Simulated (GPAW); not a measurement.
# KMgF3 (Pm-3m): G0W0 on several meshes in GPAW

Wanted: mesh dependence and cost of G0W0 for KMgF3 (Pm-3m).

Method: PBE and many-body steps on it, plane waves, in GPAW 26.7.0.

**1. Starting point**

It takes space group Pm-3m (No. 221, cubic). The conventional cell has a = 3.986 Å, b = 3.986 Å, c = 3.986 Å, α = 90.00°, β = 90.00°, γ = 90.00°. K has 12 F at 2.82 Å nearest. Nearest to Mg lie 6 F at 1.99 Å. F has 2 Mg at 1.99 Å and 4 K at 2.82 Å nearest. Farther neighbours and most contacts between anions are not listed.

As a file:

```xyz
5
Lattice="3.9859 0.0000 0.0000 0.0000 3.9859 0.0000 0.0000 0.0000 3.9859" Properties=species:S:1:pos:R:3 pbc="T T T"
K     1.9930    1.9930    1.9930
Mg    0.0000    0.0000    0.0000
F     1.9930    0.0000    0.0000
F     0.0000    1.9930    0.0000
F     0.0000    0.0000    1.9930
```

The cell and positions come from the Crystallography Open Database and are kept as given unless a step says otherwise.

**2. Empty states on the mesh, 4×4×4 mesh, 301 bands**

This step: GPAW 26.7.0; DFT, PBE, plane waves, PAW.

The sums over transitions need many empty states on a uniform mesh; this step solves for them.

Input file run.py:

```python
import json
import numpy as np
from gpaw.mpi import world
from gpaw import GPAW

calc = GPAW('gs.gpw').fixed_density(kpts={'size': (4, 4, 4), 'gamma': True},
    parallel={'domain': 1, 'band': 1},
    txt='nscf.txt')
calc.diagonalize_full_hamiltonian(nbands=301)
calc.write('full.gpw', mode='all')
res = {}
kpts = calc.get_ibz_k_points()
res['kpts'] = kpts
res['eigenvalues'] = [calc.get_eigenvalues(kpt=k) for k in range(len(kpts))]
res['n_electrons'] = calc.get_number_of_electrons()

if world.rank == 0:
    with open('result.json', 'w') as f:
        json.dump(res, f, default=lambda x: x.tolist())
```

Launch:

```bash
> mpirun -n 4 gpaw python run.py
```

Numbers of over 12 decimals in the logs are rounded to 6 here.

The log of the run:

```text
Diagonalizing LCAO Hamiltonian
Converting LCAO to pw mode
convergence criteria:
- Maximum integral of absolute [eigenst]ate change: 4e-08 eV^2 / valence electron
maximum number of iterations: 100

SCF iterations
|iter     |     time |      energy | eigst |  dens |
|iter:   1|  |             | +0.91 |       |
|iter:   2|  |             | +0.52 |       |
|iter:   3|  |             | -0.16 |       |
[...]
|iter:  33|  |             | -6.99 |       |
|iter:  34|  |             | -7.25 |       |
|iter:  35|  |             | -7.43c|       |
SCF steps: 35
  __  _  _
 | _ |_)|_||  |
 |__||  | ||/\| - 26.7.0

Input parameters:
  mode=PW(ecut=600.0),
  convergence={'density': 1e-06, 'bands': -3},
  gpts=array([24, 24, 24]),
  kpts=MonkhorstPack(size=(4, 4, 4), gamma=True),
  maxiter=100,
  nbands=28,
  occupations=Occupations(name='fermi-dirac', width=0.001, fixmagmom=False),
  parallel={'domain': 1, 'band': 1},
  xc=XC(name='PBE')
Matrix size: 2103x2103
# Writing to full.gpw (mode='all')
  [... matrices ...]

timing:  # [seconds]
  Total: 28.061  # ━━━━━━━━━━━━━━━━━━━━━━━━━━━━━━━━━━━━━━━━━━━━━━━━━━━━━━━━━━
```

The job ended after 40 s (4 MPI ranks of Arm Neoverse V1, shared host; peak memory 2.2 GiB; 2.7 min of CPU time).

Numbers from this step:

```yaml
gap: 7.326 eV
k_of_the_valence_top: 0.5, 0.5, 0.5
k_of_the_conduction_bottom: 0, 0, 0
least_direct_gap: 7.646 eV
k_points_computed: 10
lowest_point_of_the_top_converged_band_above_the_valence_top: 150.2109 eV
```

On this mesh the gap is 7.326 eV.

**3. 4×4×4**

G0W0 replaces the xc potential by the self-energy, built once from these orbitals. Only a window of levels is corrected, while the sums run over the empty bands that the input names.

This step: G0W0 on PBE, plane waves, PAW.

Input file run.py:

```python
import json
import numpy as np
from gpaw.mpi import world
from gpaw.response.g0w0 import G0W0

gw = G0W0('full.gpw',
    filename='gw',
    kpts=[0, 9],
    bands=(18, 22),
    ecut=96,
    nbands=135,
    integrate_gamma='WS',
    ppa=True)
gw.calculate()
res = {mode: {k: v for k, v in r.items() if k != 'sigma_eskwn'}
       for mode, r in gw.all_results.items()}

if world.rank == 0:
    with open('result.json', 'w') as f:
        json.dump(res, f, default=lambda x: x.tolist())
```

Launch:

```bash
> mpirun -n 4 gpaw python run.py
```

The log of the run:

```text
Using integrator: PointIntegrator
FrequencyGridDescriptor(from 0.000+0.000j to 0.000+27.211j eV, 2 points)
Nonperiodic BCs:  [False False False]
Using integrator: PointIntegrator
FrequencyGridDescriptor(from 0.000+0.000j to 0.000+27.211j eV, 2 points)
Nonperiodic BCs:  [False False False]
  ___  _ _ _
 |   || | | |
 | | || | | |
 |__ ||_____|
 |___|

BZ k-points: Symmetries present (total): 48

  [... matrices ...]
64 k-points: 4 x 4 x 4 Monkhorst-Pack grid + [1/8,1/8,1/8]
10 k-points in the irreducible part of the Brillouin zone
       k-points in crystal coordinates                weights
   0:     0.00000000    0.00000000    0.00000000          1/64
   1:     0.25000000    0.00000000    0.00000000          6/64
   2:     0.25000000    0.25000000    0.00000000         12/64
   3:     0.25000000    0.25000000    0.25000000          8/64
   4:     0.50000000    0.00000000    0.00000000          3/64
   5:     0.50000000    0.25000000    0.00000000         12/64
   6:     0.50000000    0.25000000    0.25000000         12/64
   7:     0.50000000    0.50000000    0.00000000          3/64
   8:     0.50000000    0.50000000    0.25000000          6/64
   9:     0.50000000    0.50000000    0.50000000          1/64

Distributing spins, k-points and bands (1 x 2 x 4) over 4 processes
Number of blocks: 1

Quasi particle states:
k-points (IBZ indices): [0, 9]
Band range: (18, 22)
  [... matrices ...]
Computational parameters:
Plane wave cut-off: 96 eV
Number of bands: 135
Coulomb cutoff: None
Broadening: 0.1 eV

fxc modes: GW
Kernel: RPA
Using Godby-Needs plasmon-pole approximation:
  Fitting energy: i*E0, E0 = 1.000 Hartree
Summing all q:

Calculating screened Coulomb potential
No Coulomb truncation
FrequencyGridDescriptor(from 0.000+0.000j to 0.000+27.211j eV, 2 points)
Removing empty qpoint cache files...

Calculating chi0 body with:
    Ground state adapter containing:
    Number of spins: 1
    Number of kpoints: 64
    Number of irreducible kpoints: 10
    Number of completely occupied states: 20
    Number of partially occupied states: 20
    Occupied states memory: 4.21875 M / cpu

    Linear response parametrization:
    q_c: [0.0, 0.0, 0.0]
    Number of frequency points: 2
    Planewave cutoff: 96.0
    Number of bands: 135
    Number of planewaves: 147
    Broadening (eta): 1e-06
    comm.size: 4
    kncomm.size: 4
    blockcomm.size: 1

    Memory estimate of potentially large arrays:
        chi0_wGG: 0.659454 M / cpu
Integrating chi0 body.

Symmetries of q_c:
    Direct symmetries (Uq -> q): 48
    Indirect symmetries (TUq -> q): 0
In total 48 allowed symmetries.

  [... matrices ...]
10 groups of equivalent kpoints. 84.375% reduction.

Integral kind: response function
Integrating chi0 head and wings.

Symmetries of q_c:
    Direct symmetries (Uq -> q): 48
    Indirect symmetries (TUq -> q): 0
In total 48 allowed symmetries.

  [... matrices ...]
10 groups of equivalent kpoints. 84.375% reduction.

Integral kind: response function wings

Calculating chi0 body with:
    Ground state adapter containing:
    Number of spins: 1
    Number of kpoints: 64
    Number of irreducible kpoints: 10
    Number of completely occupied states: 20
    Number of partially occupied states: 20
    Occupied states memory: 4.21875 M / cpu

    Linear response parametrization:
[... the further q-points ...]

Results:
f:      Occupation numbers
eps:     KS-eigenvalues [eV]
vxc:     KS vxc [eV]
exx:     Exact exchange [eV]
sigma:   Self-energies [eV]
dsigma:  Self-energy derivatives
Z:       Renormalization factors
qp:      QP-energies [eV]

k-point 0 (0): (0.000, 0.000, 0.000)                GW
band       f     eps     vxc     exx   sigma  dsigma       Z      qp
                                                                   GW
  18   1.000   0.242 -24.013 -31.643   4.808  -0.212   0.825  -2.087
  19   1.000   0.242 -24.013 -31.646   4.808  -0.212   0.825  -2.089
  20   0.000   7.888 -11.767  -7.119  -3.047  -0.116   0.896   9.323
  21   0.000  10.635 -10.553  -5.112  -3.052  -0.113   0.899  12.783

k-point 1 (9): (0.500, 0.500, 0.500)                GW
band       f     eps     vxc     exx   sigma  dsigma       Z      qp
                                                                   GW
  18   1.000   0.563 -24.163 -31.897   4.924  -0.214   0.824  -1.751
  19   1.000   0.563 -24.163 -31.898   4.924  -0.214   0.824  -1.752
  20   0.000  11.002 -11.951  -6.271  -3.136  -0.117   0.895  13.280
  21   0.000  11.002 -11.951  -6.271  -3.136  -0.117   0.895  13.280
```

Run time: 56 s. Hardware: 4 MPI ranks; peak memory 1.4 GiB.

Numbers from this step:

- G0W0 gap on the points computed: 11.07 eV
- least direct G0W0 gap on the computed points: 11.41 eV
- Z at the valence top: 0.8236
- Z at the conduction bottom: 0.8963
- starting gap on the mesh: 7.326 eV
- k of the valence top: 0.5, 0.5, 0.5
- k of the conduction bottom: 0, 0, 0

The gap on the mesh goes from 7.33 eV to 11.07 eV, a correction of +3.75 eV.

**4. Empty states on the mesh, 2×2×2 mesh, 145 bands**

This step: DFT, PBE, plane waves, PAW.

Input file run.py:

```python
import json
import numpy as np
from gpaw.mpi import world
from gpaw import GPAW

calc = GPAW('gs.gpw').fixed_density(kpts={'size': (2, 2, 2), 'gamma': True},
    nbands=169,
    convergence={'bands': 145},
    txt='nscf.txt')
calc.write('full.gpw', mode='all')
res = {}
kpts = calc.get_ibz_k_points()
res['kpts'] = kpts
res['eigenvalues'] = [calc.get_eigenvalues(kpt=k) for k in range(len(kpts))]
res['n_electrons'] = calc.get_number_of_electrons()

if world.rank == 0:
    with open('result.json', 'w') as f:
        json.dump(res, f, default=lambda x: x.tolist())
```

Launch:

```bash
> mpirun -n 4 gpaw python run.py
```

The log of the run:

```text
Diagonalizing LCAO Hamiltonian
Converting LCAO to pw mode
convergence criteria:
- Maximum integral of absolute [eigenst]ate change: 4e-08 eV^2 / valence electron
maximum number of iterations: 100

SCF iterations
|iter     |     time |      energy | eigst |  dens |
|iter:   1|  |             | +4.23 |       |
|iter:   2|  |             | +2.99 |       |
|iter:   3|  |             | +1.83 |       |
[...]
|iter:  12|  |             | -6.93 |       |
|iter:  13|  |             | -7.28 |       |
|iter:  14|  |             | -7.84c|       |
SCF steps: 14
  __  _  _
 | _ |_)|_||  |
 |__||  | ||/\| - 26.7.0

Input parameters:
  mode=PW(ecut=600.0),
  convergence={'bands': 145},
  gpts=array([24, 24, 24]),
  kpts=MonkhorstPack(size=(2, 2, 2), gamma=True),
  maxiter=100,
  nbands=169,
  occupations=Occupations(name='fermi-dirac', width=0.001, fixmagmom=False),
  parallel={},
  xc=XC(name='PBE')
# Writing to full.gpw (mode='all')
  [... matrices ...]

timing:  # [seconds]
  Total: 0.031  # ━━━━━━━━━━━━━━━━━━━━━━━━━━━━━━━━━━━━━━━━━━━━━━━━━━━━━━━━━━━
```

Elapsed: 14 s, on 4 MPI ranks; peak memory 0.8 GiB; 56 s of CPU time.

This step gave:

```yaml
gap: 7.326 eV
k_of_the_valence_top: 0.5, 0.5, 0.5
k_of_the_conduction_bottom: 0, 0, 0
least_direct_gap: 7.646 eV
k_points_computed: 4
lowest_point_of_the_top_converged_band_above_the_valence_top: 85.9117 eV
```

On this mesh the gap is 7.326 eV.

**5. 2×2×2**

This step: G0W0 on PBE, plane waves, PAW.

Input file run.py:

```python
import json
import numpy as np
from gpaw.mpi import world
from gpaw.response.g0w0 import G0W0

gw = G0W0('full.gpw',
    filename='gw',
    kpts=[0, 3],
    bands=(18, 22),
    ecut=96,
    nbands=135,
    integrate_gamma='WS',
    ppa=True)
gw.calculate()
res = {mode: {k: v for k, v in r.items() if k != 'sigma_eskwn'}
       for mode, r in gw.all_results.items()}

if world.rank == 0:
    with open('result.json', 'w') as f:
        json.dump(res, f, default=lambda x: x.tolist())
```

Launch:

```bash
> mpirun -n 4 gpaw python run.py
```

The log of the run:

```text
Using integrator: PointIntegrator
FrequencyGridDescriptor(from 0.000+0.000j to 0.000+27.211j eV, 2 points)
Nonperiodic BCs:  [False False False]
Using integrator: PointIntegrator
FrequencyGridDescriptor(from 0.000+0.000j to 0.000+27.211j eV, 2 points)
Nonperiodic BCs:  [False False False]
  ___  _ _ _
 |   || | | |
 | | || | | |
 |__ ||_____|
 |___|

BZ k-points: Symmetries present (total): 48

  [... matrices ...]
8 k-points: 2 x 2 x 2 Monkhorst-Pack grid + [1/4,1/4,1/4]
4 k-points in the irreducible part of the Brillouin zone
       k-points in crystal coordinates                weights
   0:     0.00000000    0.00000000    0.00000000          1/8
   1:     0.50000000    0.00000000    0.00000000          3/8
   2:     0.50000000    0.50000000    0.00000000          3/8
   3:     0.50000000    0.50000000    0.50000000          1/8

Distributing spins, k-points and bands (1 x 2 x 4) over 4 processes
Number of blocks: 1

Quasi particle states:
k-points (IBZ indices): [0, 3]
Band range: (18, 22)
  [... matrices ...]
Computational parameters:
Plane wave cut-off: 96 eV
Number of bands: 135
Coulomb cutoff: None
Broadening: 0.1 eV

fxc modes: GW
Kernel: RPA
Using Godby-Needs plasmon-pole approximation:
  Fitting energy: i*E0, E0 = 1.000 Hartree
Summing all q:

Calculating screened Coulomb potential
No Coulomb truncation
FrequencyGridDescriptor(from 0.000+0.000j to 0.000+27.211j eV, 2 points)
Removing empty qpoint cache files...

Calculating chi0 body with:
    Ground state adapter containing:
    Number of spins: 1
    Number of kpoints: 8
    Number of irreducible kpoints: 4
    Number of completely occupied states: 20
    Number of partially occupied states: 20
    Occupied states memory: 4.21875 M / cpu

    Linear response parametrization:
    q_c: [0.0, 0.0, 0.0]
    Number of frequency points: 2
    Planewave cutoff: 96.0
    Number of bands: 135
    Number of planewaves: 147
    Broadening (eta): 1e-06
    comm.size: 4
    kncomm.size: 4
    blockcomm.size: 1

    Memory estimate of potentially large arrays:
        chi0_wGG: 0.659454 M / cpu
Integrating chi0 body.

Symmetries of q_c:
    Direct symmetries (Uq -> q): 48
    Indirect symmetries (TUq -> q): 0
In total 48 allowed symmetries.

  [... matrices ...]
4 groups of equivalent kpoints. 50.0% reduction.

Integral kind: response function
Integrating chi0 head and wings.

Symmetries of q_c:
    Direct symmetries (Uq -> q): 48
    Indirect symmetries (TUq -> q): 0
In total 48 allowed symmetries.

  [... matrices ...]
4 groups of equivalent kpoints. 50.0% reduction.

Integral kind: response function wings

Calculating chi0 body with:
    Ground state adapter containing:
    Number of spins: 1
    Number of kpoints: 8
    Number of irreducible kpoints: 4
    Number of completely occupied states: 20
    Number of partially occupied states: 20
    Occupied states memory: 4.21875 M / cpu

    Linear response parametrization:
[... the further q-points ...]

Results:
f:      Occupation numbers
eps:     KS-eigenvalues [eV]
vxc:     KS vxc [eV]
exx:     Exact exchange [eV]
sigma:   Self-energies [eV]
dsigma:  Self-energy derivatives
Z:       Renormalization factors
qp:      QP-energies [eV]

k-point 0 (0): (0.000, 0.000, 0.000)                GW
band       f     eps     vxc     exx   sigma  dsigma       Z      qp
                                                                   GW
  18   1.000   0.242 -24.013 -31.675   4.806  -0.214   0.824  -2.111
  19   1.000   0.242 -24.013 -31.676   4.808  -0.214   0.824  -2.111
  20   0.000   7.888 -11.767  -7.055  -3.110  -0.118   0.895   9.321
[...]
k-point 1 (3): (0.500, 0.500, 0.500)                GW
band       f     eps     vxc     exx   sigma  dsigma       Z      qp
                                                                   GW
[...]
20   0.000  11.002 -11.951  -6.256  -3.168  -0.117   0.895  13.266
  21   0.000  11.002 -11.951  -6.256  -3.168  -0.117   0.895  13.266
```

Elapsed: 10 s, on 4 MPI ranks; peak memory 1.2 GiB.

This step gave:

* G0W0 gap on the points computed: 11.09 eV
* least direct G0W0 gap on the computed points: 11.43 eV
* Z at the valence top: 0.8229
* Z at the conduction bottom: 0.8947
* starting gap on the mesh: 7.326 eV
* k of the valence top: 0.5, 0.5, 0.5
* k of the conduction bottom: 0, 0, 0

Against G0W0 in GPAW (4×4×4 mesh, 135 bands, screening to 96 eV, Godby-Needs plasmon pole), the gap moves by +0.016 eV.

**6. Side by side**

Times are wall times on 4 MPI ranks of Arm Neoverse V1, shared host, good to a factor of about two.

```tsv
run	mesh	bands	screening cutoff (eV)	DFT gap (eV)	gap on the mesh (eV)	direct (eV)	time
4×4×4	4×4×4	135	96	7.326	11.074	11.409	56 s
2×2×2	2×2×2	135	96	7.326	11.090	11.432	10 s
```

**7. Outcome**

| Quantity | Value |
| --- | --- |
| 4×4×4 | 11.074 eV |
| 2×2×2 | 11.090 eV |
| known limits | not at the basis limit; coarse k mesh |

**Reading.** 2×2×2: +0.016 eV against 4×4×4. Bands and cutoff are finite, so the gap is not at the basis limit. The miss can reach some tenths of an eV and take either sign; the mesh is an error of its own. These stock PAW sets were not made for GW. In the G0W0 runs levels were corrected at 2 k points alone, so a gap called «on the mesh» is the least over those, and an edge elsewhere would be missed. The 4×4×4 mesh is coarse for this cell, which bears on the long-range parts of exchange and screening. Mesh or cutoff lie under what a gap needs, so these runs test behaviour and cost; their gaps are not to be quoted. This is the ideal cubic cell; many perovskites, halides above all, are cubic only on average, and local tilts or off-centring can widen the gap.

[Paths, hosts, dates, memory and timing lines, banners, echoed tables and standing remarks are left out of the program output.]

[Logs are printed without paths, hosts, clocks, repeated set-up lines and the standing remarks that a program may print on its own settings, such as how far it seeks lower states.]

[Runs of the session that timed out or met a known fault of the program may be left out.]

[Hosts, paths, dates, database ids (printed as entryN), source tags and the programs' standing remarks are cut or masked in the printed files.]
